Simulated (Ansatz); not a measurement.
## KNa2LuF6: complex band structure

Aim: relax a made-up compound, KNa2LuF6, and see how good a tunnel barrier it would be. It is built by putting Na for Rb, Lu for In in the KRb2InF6 structure of space group I4/m, with the volume rescaled by atomic radii. The parent structure comes from the Materials Project.

Program: Ansatz 0.2.0. Level of theory: PBE DFT, plane waves, PAW files, in the first sound run; inputs show where later runs differ. Results are calculated unless marked as measured.

This is a report of a sequence of runs, with most program output left out.

The structure was built from a prototype and need not be the compound's stable phase.

## Step 1: Set-up

Symmetry: I4/m, No. 87, tetragonal system. The conventional cell has a = 6.264 Å, b = 6.264 Å, c = 8.932 Å, α = 90.00°, β = 90.00°, γ = 90.00°. Nearest to K lie 6 F at 2.45 to 2.46 Å. Nearest to Na lie 4 F at 2.92 Å. Lu has 6 F at 2.02 Å nearest. Nearest to F lie 1 Lu at 2.02 Å and 1 K at 2.46 Å and 2 Na at 2.92 Å. Nearest to F lie 1 Lu at 2.02 Å and 1 K at 2.45 Å. It derives from KRb2InF6. Na for Rb, Lu for In in the KRb2InF6 structure of space group I4/m. Farther neighbours and most contacts between anions are not listed.

## Step 2: Relaxing the new crystal

The substituted atoms don't fit the parent's cell, so cell and atoms relax together. A small smearing keeps the run stable in case the gap closes on the way.

File input.yaml:

```yaml
crystal:
  lattice:
    - [-3.1319619413, 3.1319619413, 4.465949724]
    - [3.1319619413, -3.1319619413, 4.465949724]
    - [3.1319619413, 3.1319619413, -4.465949724]
  atoms:
    - { symbol: K, position: [0.5, 0.5, 0.0] }
    - { symbol: Na, position: [0.75, 0.25, 0.5] }
    - { symbol: Na, position: [0.25, 0.75, 0.5] }
    - { symbol: Lu, position: [0.0, 0.0, 0.0] }
    - { symbol: F, position: [0.2631515, 0.1859205, 0.449072] }
    - { symbol: F, position: [0.7368485, 0.8140795, 0.550928] }
    - { symbol: F, position: [0.1859205, 0.7368485, 0.922769] }
    - { symbol: F, position: [0.8140795, 0.2631515, 0.077231] }
    - { symbol: F, position: [0.225712, 0.225712, 0.0] }
    - { symbol: F, position: [0.774288, 0.774288, 0.0] }
kpoints:
  mp_grid: { grid: [6, 6, 6] }
scf:
  occupations: { method: gaussian, width: 0.03 }
hamiltonian:
  xc: pbe
output:
  forces: true
  stress: true
relax:
  f_tol: 0.02
  max_steps: 60
  cell: {}
```

On the command line:

```sh
$ ansatz run input.yaml --threads 2 --pin off --max-ram 4096MiB --backend cpu --events-out ev --progress --plain --runs-dir out
```

Wall time 55 s (2 threads of Intel Xeon 6975P-C (Granite Rapids), shared host); peak memory 0.73 GiB.

Step by step:

| step | energy less that of the first step (eV) | largest force component (eV/Å) | pressure (GPa) | volume (Å³) |
| --- | --- | --- | --- | --- |
| 1 | 0.0000 | 2.0255 | 8.48 | 175.23 |
| 2 | -0.9383 | 0.3419 | -0.03 | 185.48 |
| 3 | -1.2167 | 0.3375 | -1.49 | 184.94 |
| 4 | -1.3069 | 0.5458 | -1.13 | 178.45 |
| 5 | -1.3519 | 0.1593 | 0.40 | 179.02 |
| 6 | -1.3612 | 0.0320 | -0.02 | 178.99 |
| 7 | -1.3617 | 0.0012 | -0.01 | 178.86 |
| 8* | -1.3729 | 0.0006 | 0.13 | 178.86 |
| 9 | -1.3715 | 0.0009 | 0.01 | 179.48 |
| 10* | -1.3732 | 0.0009 | 0.01 | 179.48 |

Relaxation steps marked * repeat the geometry before them on a plane-wave basis chosen anew for their cell, so energy and pressure can jump there.

The run keeps the 8 symmetry operations that it works with, so distortions that break them were not tested.

| conventional cell, symmetrised | before | after | change |
| --- | --- | --- | --- |
| a (Å) | 6.264 | 6.303 | +0.6 % |
| b (Å) | 6.264 | 6.303 | +0.6 % |
| c (Å) | 8.932 | 9.035 | +1.2 % |
| volume (Å³/atom) | 17.52 | 17.95 | +2.4 % |

The atoms that moved most (Å, as changes of fractional coordinates times the final cell):

```
atom      dx      dy      dz  length
  F5  -0.409   0.354   0.000   0.541
  F7  -0.354  -0.409   0.000   0.541
  F8   0.354   0.409   0.000   0.541
  F6   0.409  -0.354   0.000   0.541
  F9   0.000   0.000   0.072   0.072
 F10   0.000   0.000  -0.072   0.072
```

Final coordinates:

```cif
data_structure
_symmetry_space_group_name_H-M 'P 1'
_symmetry_Int_Tables_number 1
_cell_length_a 6.3461
_cell_length_b 6.3461
_cell_length_c 6.3461
_cell_angle_alpha 120.445
_cell_angle_beta 120.445
_cell_angle_gamma 89.231
_cell_volume 179.48
loop_
_atom_site_label
_atom_site_type_symbol
_atom_site_fract_x
_atom_site_fract_y
_atom_site_fract_z
_atom_site_occupancy
K1 K 0.50000 0.50000 0.00000 1
Na2 Na 0.75000 0.25000 0.50000 1
Na3 Na 0.25000 0.75000 0.50000 1
Lu4 Lu 0.00000 0.00000 0.00000 1
F5 F 0.31933 0.12109 0.44042 1
F6 F 0.68067 0.87891 0.55958 1
F7 F 0.12109 0.68067 0.80176 1
F8 F 0.87891 0.31933 0.19824 1
F9 F 0.23367 0.23367 0.00000 1
F10 F 0.76633 0.76633 0.00000 1
```

This step gave:

| Item | Value |
| --- | --- |
| free energy | -24108.0912 eV |
| Fermi energy | 3.866 eV |
| pressure | 0.01396 GPa |

The largest force component on a free atom ends at 8.5e-4 eV/Å.

## Step 3: Band edges

The energy window and the wavevectors of the next steps follow from the band edges, so these are searched first, off the mesh as well.

File input.yaml:

```yaml
crystal:
  lattice:
    - [-3.1516683546, 3.1516683546, 4.5173382287]
    - [3.1516683546, -3.1516683546, 4.5173382287]
    - [3.1516683546, 3.1516683546, -4.5173382287]
  atoms:
    - { symbol: K, position: [0.5, 0.5, 0.0] }
    - { symbol: Na, position: [0.75, 0.25, 0.5] }
    - { symbol: Na, position: [0.25, 0.75, 0.5] }
    - { symbol: Lu, position: [0.0, 0.0, 0.0] }
    - { symbol: F, position: [0.3193319085, 0.1210892641, 0.4404211726] }
    - { symbol: F, position: [0.6806680915, 0.8789107359, 0.5595788274] }
    - { symbol: F, position: [0.1210892641, 0.6806680915, 0.8017573557] }
    - { symbol: F, position: [0.8789107359, 0.3193319085, 0.1982426443] }
    - { symbol: F, position: [0.2336722118, 0.2336722118, 0.0] }
    - { symbol: F, position: [0.7663277882, 0.7663277882, 0.0] }
kpoints:
  mp_grid: { grid: [6, 6, 6] }
  band_path: { path: [VBM, CBM], npoints: 30 }
scf:
  occupations: { method: fixed }
hamiltonian:
  xc: pbe
output:
  eigenvalues: true
  write_potential: true
  write_density: true
  volumetric_format: npy
```

Wall time 19 s (2 threads); peak memory 0.66 GiB; 36 s of CPU time.

Numbers from this step:

| Quantity | Value |
| --- | --- |
| free energy | -24108.0915 eV |
| Fermi energy | 1.590 eV |
| gap on the k-mesh | 4.552 eV |
| gap on path | 4.552 eV, by band count; negative where bands overlap |
| direct gap on path | 4.552 eV |
| edge places on path | 0, 0 1/A along the path |

Levels at VBM (eV): -2.75, -2.49, -2.39, -2.35, -2.35, -2.01, -1.72, -1.72, -1.71, -1.62, -1.58, -1.54, -1.54, -1.16, -1.06, -1.06, -1.01, -1.01, -0.55, -0.40, -0.34, -0.34, -0.04, 0.00, 0.00, 4.55.

The searched edges give 4.55 eV, as on the mesh.

## Step 4: Complex bands, plane (110)

This step: PBE DFT, plane waves, PAW files; complex bands by layer matching along the plane's normal (Ansatz 0.2.0).

The same crystal is laid in a cell whose first two vectors span the (110) plane (indices of the standard conventional cell, whose axes can be ordered otherwise than in the bulk input). At fixed energy and wavevector in the plane the solver finds all kz, real and complex. A few wavevectors are listed, (0, 0) and (0.5, 0) in units of the plane's reciprocal vectors; the slowest state needn't be among them.

File input.yaml:

```yaml
crystal:
  lattice:
    - [6.346051647, 0.0, 0.0]
    - [0.085142364, 6.345480461, 0.0]
    - [3.130454642, -3.172740231, 4.457132131]
  atoms:
    - { symbol: K, position: [0.5, 0.5, 0.0] }
    - { symbol: Na, position: [0.25, 0.25, 0.5] }
    - { symbol: Na, position: [0.75, 0.75, 0.5] }
    - { symbol: Lu, position: [0.0, 0.0, 0.0] }
    - { symbol: F, position: [0.8789107359, 0.1210892641, 0.4404211726] }
    - { symbol: F, position: [0.1210892641, 0.8789107359, 0.5595788274] }
    - { symbol: F, position: [0.3193319085, 0.6806680915, 0.8017573556] }
    - { symbol: F, position: [0.6806680915, 0.3193319085, 0.1982426444] }
    - { symbol: F, position: [0.2336722118, 0.2336722118, 0.0] }
    - { symbol: F, position: [0.7663277882, 0.7663277882, 0.0] }
kpoints:
  mp_grid: { grid: [6, 6, 6] }
scf:
  occupations: { method: fixed }
hamiltonian:
  xc: pbe
output:
  eigenvalues: true
  transmission:
    leads: [[0, 0]]
    kpoints: [[0.0, 0.0], [0.5, 0.0]]
    e_range: [-1.0, 5.55]
    de: 0.16
```

The job ended after 70 s (2 threads; peak memory 1.3 GiB).

Numbers from this step:

```
free energy                                               : -24108.0914 eV
level to which the leads are filled                       : 2.276 eV from the Fermi level
decay constant at the filling level, zone centre          : 0.4711 Å⁻¹
decay constant at the filling level, slowest listed point : 0.4711 Å⁻¹
```

K parallel (0, 0); values up to 1.5 1/Å, a degenerate pair printed once or twice; energies at which all values exceed this have no row. The Im kz of the slowest decaying states by energy, zero at the highest filled level on the SCF mesh:

| energy (eV) | decay 1 (Å⁻¹) | decay 2 (Å⁻¹) | decay 3 (Å⁻¹) | decay 4 (Å⁻¹) |
| --- | --- | --- | --- | --- |
| -1.00 | 0.0916 | 0.155 | 0.267 | 0.361 |
| -0.68 | 0.527 | 0.539 | 0.567 | 0.698 |
| -0.36 | 0.319 | 0.364 | 0.635 | 0.726 |
| -0.04 | 0.322 | 0.625 | 0.646 | 0.712 |
| 0.28 | 0.324 | 0.467 | 0.511 | 0.688 |
| 0.60 | 0.398 | 0.520 | 0.645 | 0.730 |
| 0.92 | 0.436 | 0.555 | 0.723 | 0.763 |
| 1.24 | 0.458 | 0.579 | 0.767 | 0.789 |
| 1.56 | 0.471 | 0.598 | 0.776 | 0.811 |
| 1.88 | 0.475 | 0.613 | 0.774 | 0.829 |
| 2.20 | 0.471 | 0.625 | 0.768 | 0.844 |
| 2.52 | 0.460 | 0.634 | 0.761 | 0.856 |
| 2.84 | 0.442 | 0.641 | 0.753 | 0.865 |
| 3.16 | 0.414 | 0.646 | 0.744 | 0.872 |
| 3.48 | 0.377 | 0.649 | 0.735 | 0.877 |
| 3.80 | 0.326 | 0.651 | 0.726 | 0.880 |
| 4.12 | 0.254 | 0.651 | 0.717 | 0.881 |
| 4.44 | 0.132 | 0.649 | 0.708 | 0.880 |
| 4.76 | 0.646 | 0.698 | 0.866 | 0.877 |
| 5.08 | 0.642 | 0.687 | 0.826 | 0.873 |
| 5.40 | 0.636 | 0.676 | 0.792 | 0.866 |

K parallel (0.5, 0); values up to 1.5 1/Å, a degenerate pair printed once or twice; energies at which all values exceed this have no row. The Im kz of the slowest decaying states by energy, zero at the highest filled level on the SCF mesh:

| energy (eV) | decay 1 (Å⁻¹) | decay 2 (Å⁻¹) | decay 3 (Å⁻¹) | decay 4 (Å⁻¹) |
| --- | --- | --- | --- | --- |
| -1.00 | 0.189 | 0.260 | 0.386 | 0.401 |
| -0.52 | 0.276 | 0.327 | 0.406 | 0.528 |
| -0.04 | 0.362 | 0.597 | 0.636 | 0.800 |
| 0.44 | 0.465 | 0.726 | 0.843 | 0.889 |
| 0.76 | 0.507 | 0.807 | 0.875 | 0.914 |
| 1.24 | 0.544 | 0.816 | 0.915 | 0.932 |
| 1.72 | 0.567 | 0.846 | 0.936 | 0.950 |
| 2.20 | 0.579 | 0.873 | 0.924 | 0.953 |
| 2.68 | 0.583 | 0.886 | 0.897 | 0.953 |
| 3.16 | 0.577 | 0.841 | 0.920 | 0.949 |
| 3.64 | 0.560 | 0.801 | 0.942 | 0.947 |
| 3.96 | 0.541 | 0.776 | 0.936 | 0.984 |
| 4.44 | 0.495 | 0.743 | 0.925 | 0.987 |
| 4.92 | 0.423 | 0.713 | 0.912 | 0.988 |
| 5.40 | 0.309 | 0.687 | 0.898 | 0.968 |

At the listed wavevectors the last open channel is at -0.04 eV and the next at +4.60 eV on the grid. At +2.20 eV, the grid energy nearest the filling level (the middle of the gap on the SCF mesh), the slowest state at the listed wavevectors decays with κ = 0.471 Å⁻¹, its amplitude falling by e over 2.1 Å. Through 1 nm of this crystal that state's transmission falls by exp(−2 × 0.471 Å⁻¹ × 10 Å) = 8.1e-5.

## Step 5: Decay over the two-dimensional zone

The listed points could miss the slowest state, so one energy near mid-gap is solved on a mesh of 8×8.

Edit input.yaml of step 4 so:

```diff
@@ -24,6 +24,2 @@
   eigenvalues: true
-  transmission:
-    leads: [[0, 0]]
-    kpoints: [[0.0, 0.0], [0.5, 0.0]]
-    e_range: [-1.0, 5.55]
-    de: 0.16
+  transmission: { leads: [[0, 0]], kmesh: [8, 8], e_range: [2.28, 2.29], de: 0.05 }
```

It took 49 s on 2 threads; peak memory 1.4 GiB; 94 s of CPU time.

This step gave:

| Property | Result |
| --- | --- |
| least decay constant on the mesh | 0.4691 Å⁻¹ |

Slowest decay constant (1/Å; 0 where a channel is open) over k1 and k2. At 2.2800 eV from the Fermi level.

Values, 8 rows by 8 columns:
```
0.553 0.566 0.579 0.563 0.547 0.539 0.537 0.543
0.559 0.579 0.553 0.526 0.510 0.508 0.519 0.537
0.569 0.563 0.526 0.495 0.480 0.486 0.508 0.539
0.580 0.547 0.510 0.480 0.469 0.480 0.510 0.547
0.569 0.539 0.508 0.486 0.480 0.495 0.526 0.563
0.559 0.537 0.519 0.508 0.510 0.526 0.553 0.579
0.553 0.543 0.537 0.539 0.547 0.563 0.579 0.566
0.550 0.553 0.559 0.569 0.580 0.569 0.559 0.553
```
Columns: k1 (b1) from -0.5 to 0.375; rows upwards: k2 (b2) from -0.5 to 0.375.

The least value on the mesh is 0.469 Å⁻¹ at +2.28 eV. At that energy the listed points give about 0.469 Å⁻¹ by interpolation, so the mesh holds no clearly slower state.

## Step 6: Decaying states in the gap, plane (001)

The same for the (001) plane, at (0, 0) and (0.5, 0), to see how the decay depends on direction.

File input.yaml:

```yaml
crystal:
  lattice:
    - [6.303336709, 0.0, 0.0]
    - [0.0, 6.303336709, 0.0]
    - [3.151668355, 3.151668355, 4.517338229]
  atoms:
    - { symbol: K, position: [0.5, 0.5, 0.0] }
    - { symbol: Na, position: [0.75, 0.25, 0.5] }
    - { symbol: Na, position: [0.25, 0.75, 0.5] }
    - { symbol: Lu, position: [0.0, 0.0, 0.0] }
    - { symbol: F, position: [0.1210892641, 0.3193319085, 0.0] }
    - { symbol: F, position: [0.8789107359, 0.6806680915, 0.0] }
    - { symbol: F, position: [0.6806680915, 0.1210892641, 0.0] }
    - { symbol: F, position: [0.3193319085, 0.8789107359, 0.0] }
    - { symbol: F, position: [0.7663277882, 0.7663277882, 0.4673444236] }
    - { symbol: F, position: [0.2336722118, 0.2336722118, 0.5326555764] }
kpoints:
  mp_grid: { grid: [6, 6, 6] }
scf:
  occupations: { method: fixed }
hamiltonian:
  xc: pbe
output:
  eigenvalues: true
  transmission:
    leads: [[0, 0]]
    kpoints: [[0.0, 0.0], [0.5, 0.0]]
    e_range: [-1.0, 5.55]
    de: 0.11
```

It took 88 s on 2 threads; peak memory 1.3 GiB.

Numbers from this step:

```
decay constant at the filling level, zone centre          : 0.4404 Å⁻¹
decay constant at the filling level, slowest listed point : 0.4404 Å⁻¹
```

K parallel (0, 0); values up to 1.5 1/Å, a degenerate pair printed once or twice; energies at which all values exceed this have no row. The Im kz of the slowest decaying states by energy, zero at the highest filled level on the SCF mesh:

```csv
energy (eV),decay 1 (Å⁻¹),decay 2 (Å⁻¹),decay 3 (Å⁻¹),decay 4 (Å⁻¹)
-1.000,0.140,0.403,0.406,0.413
-0.450,0.357,0.579,0.634,0.743
-0.010,0.116,0.180,0.183,0.593
0.540,0.343,0.369,0.677,0.737
0.980,0.393,0.420,0.676,0.783
1.530,0.427,0.460,0.666,0.812
1.970,0.439,0.483,0.653,0.825
2.520,0.437,0.504,0.633,0.832
2.960,0.418,0.516,0.618,0.832
3.510,0.365,0.526,0.605,0.827
3.950,0.291,0.532,0.598,0.819
4.500,0.0895,0.534,0.592,0.805
5.050,0.533,0.587,0.786,0.815
```

K parallel (0.5, 0); values up to 1.5 1/Å, a degenerate pair printed once or twice; energies at which all values exceed this have no row. Table of Im kz of the slowest decaying states by energy, zero at the highest filled level on the SCF mesh:

```
energy (eV)  decay 1 (Å⁻¹)  decay 2 (Å⁻¹)  decay 3 (Å⁻¹)  decay 4 (Å⁻¹)
      -1.00          0.392          0.468          0.657          0.867
      -0.78          0.546          0.573          0.746          0.913
      -0.45          0.361          0.418          0.564          0.721
      -0.23          0.213          0.625          0.678          0.849
      -0.01          0.150          0.497          0.685           1.01
       0.32          0.319          0.748          0.749           1.07
       0.54          0.361          0.771          0.781           1.08
       0.87          0.402          0.793          0.809           1.09
       1.09          0.422          0.802          0.821           1.09
       1.31          0.438          0.808          0.830           1.10
       1.64          0.458          0.813          0.839           1.12
       1.86          0.469          0.814          0.843           1.12
       2.08          0.477          0.813          0.845           1.12
       2.41          0.488          0.809          0.846           1.12
       2.63          0.493          0.804          0.845           1.12
       2.85          0.497          0.798          0.844           1.12
       3.18          0.500          0.787          0.840           1.12
       3.40          0.499          0.779          0.837           1.11
       3.62          0.497          0.743          0.796          0.832
       3.95          0.489          0.696          0.812          0.825
       4.17          0.479          0.672          0.815          0.820
       4.50          0.455          0.643          0.809          0.815
       4.72          0.431          0.626          0.802          0.812
       4.94          0.399          0.613          0.795          0.807
       5.27          0.332          0.597          0.782          0.797
       5.49          0.269          0.588          0.774          0.789
```

At the listed wavevectors the last open channel is at -0.12 eV and the next at +4.61 eV on the grid. At +2.30 eV, the grid energy nearest the filling level (the middle of the gap on the SCF mesh), the slowest state at the listed wavevectors decays with κ = 0.440 Å⁻¹, its amplitude falling by e over 2.3 Å; the first such run, plane (110), gave 0.471 Å⁻¹.

[end of part 1 of 2]

[Logs are printed without paths, hosts, clocks, repeated set-up lines and the standing remarks that a program may print on its own settings, such as how far it seeks lower states.]

[Hosts, paths, dates, database ids (printed as entryN), source tags and the programs' standing remarks are cut or masked in the printed files.]
